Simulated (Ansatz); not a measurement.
# λ, α²F and ρ(T) of Cu-Ni stack of (111) layers, part 2 of 2

Aim: how strongly do electrons couple to phonons in Cu-Ni stack of (111) layers, and what resistivity does that give?

Ansatz 0.2.0; DFT PBEsol, scalar-relativistic, plane waves, PAW.

So far, highest frequency, solved or plainly interpolated (cm⁻¹): step 4 (lattice stability: q 2×2×1, k 8×8×1) 306.

In doubt: the program doubts the meshes or the phonons of the coupling sums, which bears on λ, Tc and transport values.

## Step 5: Coupling and resistivity: q 3×3×1, k 12×12×1, scattering 18×18×1 (continued)

Harmonic. Thermo, by row:

| T (K) | F_vib (meV/atom) | S (J/mol-atom/K) | C_V (J/mol-atom/K) |
| --- | --- | --- | --- |
| 0 | 34.44 | 0 | 0 |
| 50 | 33.94 | 2.862 | 5.576 |
| 100 | 30.77 | 9.626 | 14.32 |
| 150 | 23.98 | 16.42 | 18.95 |
| 200 | 13.93 | 22.22 | 21.22 |
| 250 | 1.12 | 27.1 | 22.43 |
| 300 | -14.03 | 31.25 | 23.14 |
| 350 | -31.18 | 34.86 | 23.59 |
| 400 | -50.08 | 38.03 | 23.88 |
| 450 | -70.53 | 40.85 | 24.09 |
| 500 | -92.37 | 43.4 | 24.24 |
| 550 | -115.5 | 45.71 | 24.35 |
| 600 | -139.7 | 47.84 | 24.44 |
| 650 | -165 | 49.8 | 24.51 |
| 700 | -191.3 | 51.61 | 24.56 |
| 750 | -218.5 | 53.31 | 24.6 |
| 800 | -246.5 | 54.9 | 24.64 |
| 850 | -275.4 | 56.39 | 24.67 |
| 900 | -305 | 57.8 | 24.7 |
| 950 | -335.3 | 59.14 | 24.72 |
| 1000 | -366.2 | 60.41 | 24.73 |

No LO-TO term; unit eigenvectors of the mass-weighted matrix. The modes at Γ (shares of kinetic energy by element, %):

| mode | frequency (cm⁻¹) | symmetry | Cu % | Ni % |
| --- | --- | --- | --- | --- |
| 1 | 0.0 | unnamed | 52 | 48 |
| 2 | 0.0 | unnamed | 52 | 48 |
| 3 | 0.0 | unnamed | 52 | 48 |
| 4 | 89.7 | E | 48 | 52 |
| 5 | 89.7 | E | 48 | 52 |
| 6 | 226.7 | A1 | 48 | 52 |

Displacements in mode 4 (89.7 cm⁻¹), the largest set to 1:
```
Cu1 -0.44 -0.92  0.00
Ni2  0.47  1.00  0.00
```

Displacements in mode 6 (226.7 cm⁻¹), the largest set to 1:
```
Cu1  0.00  0.00 -0.92
Ni2  0.00  0.00  1.00
```

The program warns of modes at or below zero frequency in the interpolation and leaves them out of its thermodynamic sums. Some states were left unconverged by the eigensolver. By its own test the run is not converged in the mesh. λ = 0.171 and 109 Ω per square at 300 K.

## Step 6: Resistivity: q 3×3×1, k 12×12×1, scattering 24×24×1

The next rung changes the scattering mesh, which samples the Fermi surface.

input.yaml reads:

```yaml
crystal:
  lattice:
    - [2.4049993787, 0.0, 0.0]
    - [-1.2024996894, 2.082790558, 0.0]
    - [0.0, 0.0, 27.8645450283]
  atoms:
    - { symbol: Cu, position: [0.0, 0.0, 0.1974527196] }
    - { symbol: Ni, position: [0.3333333333, 0.6666666667, 0.2702480804] }
  periodic: [true, true, false]
kpoints:
  mp_grid: { grid: [12, 12, 1] }
hamiltonian:
  xc: pbesol
scf:
  occupations: { method: methfessel_paxton, width: 0.2 }
output:
  eigenvalues: true
phonons:
  method: dfpt
  qmesh: [3, 3, 1]
  temperatures: { t_max: 1000, t_step: 50 }
  qpath:
    path:
      - [0.0, 0.0, 0.0]
      - [0.5, 0.0, 0.0]
      - [0.33333333, 0.33333333, 0.0]
      - [0.0, 0.0, 0.0]
    npoints: 10
  electrical_resistivity:
    mesh: [24, 24, 1]
    temperatures: [20.0, 50.0, 77.0, 100.0, 150.0, 200.0, 300.0, 400.0, 600.0, 800.0]
```

Run with:

```console
> ansatz run input.yaml --threads 4 --pin off --max-ram 16384MiB --backend cpu --events-out ev --progress --plain --runs-dir out
```

The job ended after 1.8 min (4 threads of Arm Neoverse V1, shared host; peak memory 1.5 GiB).

The run ended with an error.

The program's message: “electrical resistivity: the phonon self-energy gives or leaves a mode of imaginary frequency on the scattering mesh, on its own coarse k mesh or nearer the zone's centre than that mesh's first points: …”

The self-energy step leaves a mode imaginary somewhere between the solved wavevectors, and the run stops; that can be an artefact of the interpolation at long waves.

## Step 7: Resistivity, another input

A very cheap try on the fewest k-points, to see whether the input runs at all.

input.yaml, the sections that differ from step 6:

```yaml
kpoints:
  mp_grid: { grid: [2, 2, 1] }
scf:
  occupations: { method: methfessel_paxton, width: 0.2 }
  max_iter: 90
phonons:
  method: dfpt
  qmesh: [2, 2, 1]
  temperatures: { t_max: 1000, t_step: 50 }
  qpath:
    path:
      - [0.0, 0.0, 0.0]
      - [0.5, 0.0, 0.0]
      - [0.33333333, 0.33333333, 0.0]
      - [0.0, 0.0, 0.0]
    npoints: 10
  electrical_resistivity:
    mesh: [8, 8, 1]
    temperatures: [20.0, 50.0, 77.0, 100.0, 150.0, 200.0, 300.0, 400.0, 600.0, 800.0]
  electron_occupations: "off"
# crystal, hamiltonian, output: as in step 6
```

Elapsed: 6.5 s, on 4 threads; peak memory 0.87 GiB.

The run ended with an error.

The program's message: “electrical resistivity: the mode of lowest frequency at the wavevector [0.2500, 0.3750, 0.0000] is imaginary, -337.82 cm⁻¹ (written negative): the force constants describe an unstable lattice; relax t …”

The change that led to it: q = [2, 2, 1], k = [2, 2, 1] and f = [8, 8, 1].

The input has a k mesh far too coarse; the first mend is to use a k mesh that resolves the Fermi surface, a multiple of the q mesh. Whether the lattice is stable then is a question of its own.

## Step 8: What came out

```
run                                             : PBEsol, q 3×3×1, k 12×12×1, scattering 18×18×1
coupling constant λ                             : 0.171
log mean phonon energy ħω_log                   : 19.3 meV
states at the Fermi level                       : 0.791 states/eV/spin/cell
sheet resistance at 300 K                       : 109 Ω per square
change between its two finest scattering meshes : λ 2 %, resistivity at 300 K 4 %
time of that run                                : 2 min
```

On the last rung that gave a resistivity at the base settings (q 3×3×1, k 12×12×1, scattering 18×18×1), Cu-Ni stack of (111) layers has λ = 0.17 and a phonon-limited sheet resistance of 109 Ω per square at 300 K. The coupling constant from the curve is λ = 0.17; modes below 22.3 meV give half. The coupling is weak (λ = 0.17), so phonons raise the electrons' mass at the Fermi surface by about 17 %. A finer rung stopped at an imaginary mode of its scattering step, so the stability of the lattice, and with it these numbers, is not settled. Values of ρ(T) under 50 K rest on the softest modes, mostly interpolated ones, and are the least sure of the table. The high-temperature form ρ = 2π k_B T λ_tr/(ħ ε₀ ω_p²) gives 36.0 μΩ cm along x at 300 K, against 30.3 from the Boltzmann equation. The three lowest branches give 63 % of λ. By the run's own test, which takes the component that moves most, the resistivity at 300 K moves by 4 % between its two finest scattering meshes; this does not test the q and k meshes. In the run quoted no mode is imaginary at the wavevectors of the 3×3×1 mesh; another run of the session found or stopped at an imaginary mode. Only scattering by harmonic phonons counts; impurities, grain boundaries and thermal expansion are left out. The resistivity belongs to the whole cell, vacuum included; the sheet resistance is the quantity that does not depend on the vacuum. The phonon runs are not spin-polarised. The c of the given cell is the typed one; the program laid its own vacuum and ran the layer in a cell 27.9 Å high. The structure was built by hand as an ordered model, and its stability against other phases was not tested.

[Logs are printed without paths, hosts, clocks, repeated set-up lines and the standing remarks that a program may print on its own settings, such as how far it seeks lower states.]

[Hosts, paths, dates, database ids (printed as entryN), source tags and the programs' standing remarks are cut or masked in the printed files.]
